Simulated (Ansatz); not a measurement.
## How Au(100) screens a field

Aim: image plane and induced charge of Au(100).

Calculated with Ansatz 0.2.0; plane-wave DFT, LDA, Ansatz PAW.

Most raw output is cut from this account.

## 1. Starting point

The cell holds 7 atoms: 7 Au. Its edges and angles: a = 2.885 Å, b = 2.885 Å, c = 30.240 Å, α = 90.0°, β = 90.0°, γ = 90.0°. Vacuum lies along c.

## 2. Atoms held, field 0

A sawtooth potential applies the field, turning back in the middle of the vacuum. With the dipole correction the typed value is the field outside the slab. The induced dipole is small, so the SCF threshold is tight.

Input file input.yaml:

```yaml
crystal:
  lattice:
    - [2.8849956672, 0.0, 0.0]
    - [0.0, 2.8849956672, 0.0]
    - [0.0, 0.0, 30.24]
  atoms:
    - { symbol: Au, position: [0.0, 0.0, 0.2976190476] }
    - { symbol: Au, position: [0.5, 0.5, 0.3650793651] }
    - { symbol: Au, position: [0.0, 0.0, 0.4325396825] }
    - { symbol: Au, position: [0.5, 0.5, 0.5] }
    - { symbol: Au, position: [0.0, 0.0, 0.5674603175] }
    - { symbol: Au, position: [0.5, 0.5, 0.6349206349] }
    - { symbol: Au, position: [0.0, 0.0, 0.7023809524] }
kpoints:
  mp_grid: { grid: [18, 18, 1] }
hamiltonian:
  xc: lda
scf:
  occupations: { method: fermi_dirac, width: 0.1 }
  convergence: { dr2_threshold: 1.0e-10 }
efield:
  axis: 3
  dipole_correction: true
  ramp_position: 0.97
  ramp_width: 0.06
  amplitude: 0
output:
  forces: true
  write_potential: true
  write_density: true
  volumetric_format: npy
```

Started as:

```console
> ansatz run input.yaml --threads 4 --pin off --max-ram 6144MiB --backend cpu --events-out ev --progress --plain --runs-dir out
```

Run time: 38 s. Hardware: 4 threads of Arm Neoverse V1, shared host; peak memory 1.1 GiB; 2.5 min of CPU time.

This step gave:

- energy at zero smearing: -90053.1766 eV
- work function, upper face: 5.502 eV
- dipole along the normal: -4.61e-8 e·Å

Running mean over 2.04 Å of the planar mean; the ramp of the sawtooth is left out. Electron's electrostatic potential energy less the Fermi level against z:

```
z (Å)  electron's electrostatic potential energy less the Fermi level (eV)
    4                                                                 5.50
    5                                                                 5.50
    6                                                                 5.47
    7                                                                 4.86
    8                                                                -1.60
    9                                                                -7.66
   10                                                                -8.23
   11                                                                -8.42
   12                                                                -8.47
   13                                                                -8.48
   14                                                                -8.50
   15                                                                -8.51
   16                                                                -8.50
   17                                                                -8.49
   18                                                                -8.47
   19                                                                -8.44
   20                                                                -8.29
   21                                                                -7.93
   22                                                                -3.78
   23                                                                 4.15
   24                                                                 5.43
   25                                                                 5.50
   26                                                                 5.50
   27                                                                 5.50
```

Force by atom:

```
atom  x (eV/Å)  y (eV/Å)  z (eV/Å)   size
 Au1     0.000     0.000     0.377  0.377
 Au2     0.000     0.000    -0.140  0.140
 Au3     0.000     0.000    -0.006  0.006
 Au4     0.000     0.000     0.000  0.000
 Au5     0.000     0.000     0.006  0.006
 Au6     0.000     0.000     0.140  0.140
 Au7     0.000     0.000    -0.377  0.377
```

The work function of the upper face is 5.50 eV.

## 3. Single point, field 0.05 V/Å

Edit input.yaml of step 2 so:

```diff
@@ -25,3 +25,3 @@
   ramp_width: 0.06
-  amplitude: 0
+  amplitude: 0.05
 output:
```

It took 44 s on 4 threads; peak memory 1.1 GiB; 2.9 min of CPU time.

The dipole is 0.0347 e·Å.

## 4. Atoms held, field -0.05 V/Å

Edit input.yaml of step 3 so:

```diff
@@ -25,3 +25,3 @@
   ramp_width: 0.06
-  amplitude: 0.05
+  amplitude: -0.05
 output:
```

The job ended after 45 s (4 threads; peak memory 1.1 GiB; 3 min of CPU time).

The dipole is -0.0347 e·Å.

## 5. Single point, field 0.1 V/Å

Edit input.yaml of step 4 so:

```diff
@@ -25,3 +25,3 @@
   ramp_width: 0.06
-  amplitude: -0.05
+  amplitude: 0.1
 output:
```

Elapsed: 44 s, on 4 threads; peak memory 1.1 GiB; 2.9 min of CPU time.

The dipole is 0.0693 e·Å.

## 6. Atoms held, field -0.1 V/Å

Edit input.yaml of step 5 so:

```diff
@@ -25,3 +25,3 @@
   ramp_width: 0.06
-  amplitude: 0.1
+  amplitude: -0.1
 output:
```

The job ended after 45 s (4 threads; peak memory 1.1 GiB; 2.9 min of CPU time).

The dipole is -0.0693 e·Å.

## 7. Single point, field 0.2 V/Å

Edit input.yaml of step 6 so:

```diff
@@ -25,3 +25,3 @@
   ramp_width: 0.06
-  amplitude: -0.1
+  amplitude: 0.2
 output:
```

Elapsed: 45 s, on 4 threads; peak memory 1.1 GiB.

The dipole is 0.139 e·Å.

## 8. Single point, field -0.2 V/Å

Edit input.yaml of step 7 so:

```diff
@@ -25,3 +25,3 @@
   ramp_width: 0.06
-  amplitude: 0.2
+  amplitude: -0.2
 output:
```

Elapsed: 45 s, on 4 threads; peak memory 1.1 GiB.

The dipole is -0.139 e·Å.

## 9. Atoms held, field 0.4 V/Å

Edit input.yaml of step 8 so:

```diff
@@ -25,3 +25,3 @@
   ramp_width: 0.06
-  amplitude: -0.2
+  amplitude: 0.4
 output:
@@ -31 +31,2 @@
   volumetric_format: npy
+  elf: true
```

Wall time 46 s (4 threads); peak memory 1.1 GiB.

Running mean over 2.04 Å of the planar mean, with the applied field; the ramp of the sawtooth is left out. The electron's electrostatic potential energy less the Fermi level by z:

```
z (Å)  electron's electrostatic potential energy less the Fermi level (eV)
    4                                                                 4.08
    5                                                                 4.48
    6                                                                 4.84
    7                                                                 4.58
    8                                                                -1.67
    9                                                                -7.67
   10                                                                -8.25
   11                                                                -8.43
   12                                                                -8.47
   13                                                                -8.48
   14                                                                -8.50
   15                                                                -8.51
   16                                                                -8.50
   17                                                                -8.49
   18                                                                -8.47
   19                                                                -8.44
   20                                                                -8.28
   21                                                                -7.92
   22                                                                -3.73
   23                                                                 4.38
   24                                                                 5.99
   25                                                                 6.45
   26                                                                 6.85
   27                                                                 7.25
```

The dipole is 0.277 e·Å.

## 10. The response

This step: plane-wave DFT, LDA, Ansatz PAW; screening of a field by a metal slab (Ansatz 0.2.0).

The dipoles give the slope, and the difference of two potentials shows where the field is screened.

This step gave:

- equivalent conductor thickness p/(ε₀AE): 15.08 Å
- distance between the outer atoms: 12.24 Å
- inner field over outer field: 7.41e-4
- image plane, upper face: 1.437 Å
- induced electrons on the upper face over ε₀E: -0.9976
- image plane, lower face: 1.437 Å
- induced electrons on the lower face over ε₀E: 0.9976

Dipole of the cell against applied field:

```
applied field (V/Å)  dipole of the cell (e·Å)
             -0.200                    -0.139
             -0.100                   -0.0693
             -0.050                   -0.0347
              0.000                         0
              0.050                    0.0347
              0.100                    0.0693
              0.200                     0.139
              0.400                     0.277
```

Local field over the applied field, running mean. From the potentials at -0.05 and 0.05 V/Å; running mean over 2.04 Å. The local field over applied field by z:

z (Å), local field over applied field and a bar:
```
      4.5      0.998 ##############################
      5.0      0.995 ##############################
      5.5      0.984 ##############################
      6.0      0.956 #############################
      6.5      0.889 ###########################
      7.0      0.752 #######################
      7.5      0.542 ################
      8.0      0.323 ##########
      8.5      0.137 ####
      9.0      0.027 #
      9.5      0.002 
     10.0      0.006 
     10.5      0.012 
     11.0      0.014 
     11.5      0.009 
     12.0      0.006 
     12.5      0.005 
     13.0      0.003 
     13.5      0.001 
     14.0      0.000 
     14.5      0.001 
     15.0      0.001 
     15.5      0.001 
     16.0      0.000 
     16.5      0.001 
     17.0      0.002 
     17.5      0.004 
     18.0      0.006 
     18.5      0.007 
     19.0      0.011 
     19.5      0.014 
     20.0      0.009 
     20.5      0.004 
     21.0      0.007 
     21.5      0.073 ##
     22.0      0.227 #######
     22.5      0.435 #############
     23.0      0.657 ####################
     23.5      0.833 #########################
     24.0      0.930 ############################
     24.5      0.974 #############################
     25.0      0.991 ##############################
     25.5      0.997 ##############################
     26.0      0.999 ##############################
```

Electrons, planar mean, per unit field. Induced electron density against z:

```
z (Å)  induced electron density (e/Å³ per V/Å)
    5                                   3.1e-5
    6                                   2.7e-4
    7                                  0.00170
    8                                  0.00404
    9                                   3.5e-4
   10                                  -3.4e-4
   11                                   1.4e-4
   12                                  -9.3e-6
   13                                   4.1e-5
   14                                  -2.5e-5
   15                                  -8.6e-6
   16                                   3.4e-5
   17                                  -4.6e-5
   18                                   1.3e-5
   19                                  -5.9e-5
   20                                  -6.4e-6
   21                                   1.1e-4
   22                                 -0.00295
   23                                 -0.00240
   24                                  -4.4e-4
   25                                  -5.4e-5
   26                                  -5.4e-6
```

By hand: between -0.05 and 0.05 V/Å the dipole changes by 0.06935 e·Å, a slope of 0.6935 e·Å²/V. A perfect conductor of thickness t has p = ε₀AEt, so t = 180.95 × 0.6935 / 8.323 = 15.08 Å (e/ε₀ = 180.95 V·Å, A in Å²). Less the 12.24 Å between the outer atoms, and halved, that puts each image plane 1.42 Å out.

The induced dipole is that of a conductor 15.08 Å thick.

## 11. A changed input

This step: plane-wave DFT, LDA, Ansatz PAW (Ansatz 0.2.0).

A run with a changed input: it repeats the earlier run at 0.05 V/Å with efield.ramp_width from 0.06 to 0.15 and efield.dipole_correction from true to false.

Edit input.yaml of step 9 so:

```diff
@@ -22,6 +22,6 @@
   axis: 3
-  dipole_correction: true
+  dipole_correction: false
   ramp_position: 0.97
-  ramp_width: 0.06
-  amplitude: 0.4
+  ramp_width: 0.15
+  amplitude: 0.05
 output:
@@ -31,2 +31 @@
   volumetric_format: npy
-  elf: true
```

It took 41 s on 4 threads; peak memory 1.1 GiB; 2.7 min of CPU time.

```
                     quantity  this run  earlier run  difference
dipole along the normal (e·Å)   0.06914      0.03467       0.034
```

With the dipole correction off, the periodic images add a field of their own to the typed one.

It moves by +0.0345 e·Å.

With the ramp this near the atoms the program warns of density in it; these numbers are not the system's.

## 12. The same run with other settings: efield.amplitude = 0.2

Another changed input: it repeats the earlier run at 0.05 V/Å with efield.amplitude from 0.05 to 0.2.

Edit input.yaml of step 11 so:

```diff
@@ -22,6 +22,6 @@
   axis: 3
-  dipole_correction: false
+  dipole_correction: true
   ramp_position: 0.97
-  ramp_width: 0.15
-  amplitude: 0.05
+  ramp_width: 0.06
+  amplitude: 0.2
 output:
```

Run time: 44 s. Hardware: 4 threads; peak memory 1.1 GiB.

This step gave:

```yaml
energy_at_zero_smearing: -90053.1905 eV
dipole_along_the_normal: 0.1387 e·Å
```

Force by atom:

```
atom  x (eV/Å)  y (eV/Å)  z (eV/Å)   size
 Au1     0.000     0.000     0.372  0.372
 Au2     0.000     0.000    -0.135  0.135
 Au3     0.000     0.000    -0.007  0.007
 Au4     0.000     0.000     0.000  0.000
 Au5     0.000     0.000     0.006  0.006
 Au6     0.000     0.000     0.145  0.145
 Au7     0.000     0.000    -0.381  0.381
```

```
                     quantity  this run  earlier run  difference
dipole along the normal (e·Å)    0.1387      0.03467        0.10
```

The applied field differs, and the slope found earlier predicts a dipole of 0.139 e·Å; this run gives 0.139 e·Å, in line with it.

## 13. What came out

```
work function                                : 5.50 eV
image plane, upper face                      : 1.44 Å
induced electrons on the upper face over ε₀E : -0.998
equivalent conductor thickness p/(ε₀AE)      : 15.1 Å
inner field over outer field                 : 7.4e-4
```

**Reading.** The induced charge has its centre 1.44 Å outside the outermost atoms; this is the plane from which a capacitor's gap or an image potential counts. The equivalent conductor thickness exceeds the distance between the outer atoms by 2.84 Å, about the sum of the two image-plane distances. In the middle of the slab the field is screened to under 0.5 % of its outer value. The atoms are held at bulk positions with the tabulated experimental lattice constant.

[Logs are printed without paths, hosts, clocks, repeated set-up lines and the standing remarks that a program may print on its own settings, such as how far it seeks lower states.]

[Hosts, paths, dates, database ids (printed as entryN), source tags and the programs' standing remarks are cut or masked in the printed files.]

[Maps of the electrostatic potential energy from Ansatz leave out the sawtooth potential of an applied field or a dipole correction, so their vacuum need not be flat; planar profiles and work functions include it.]
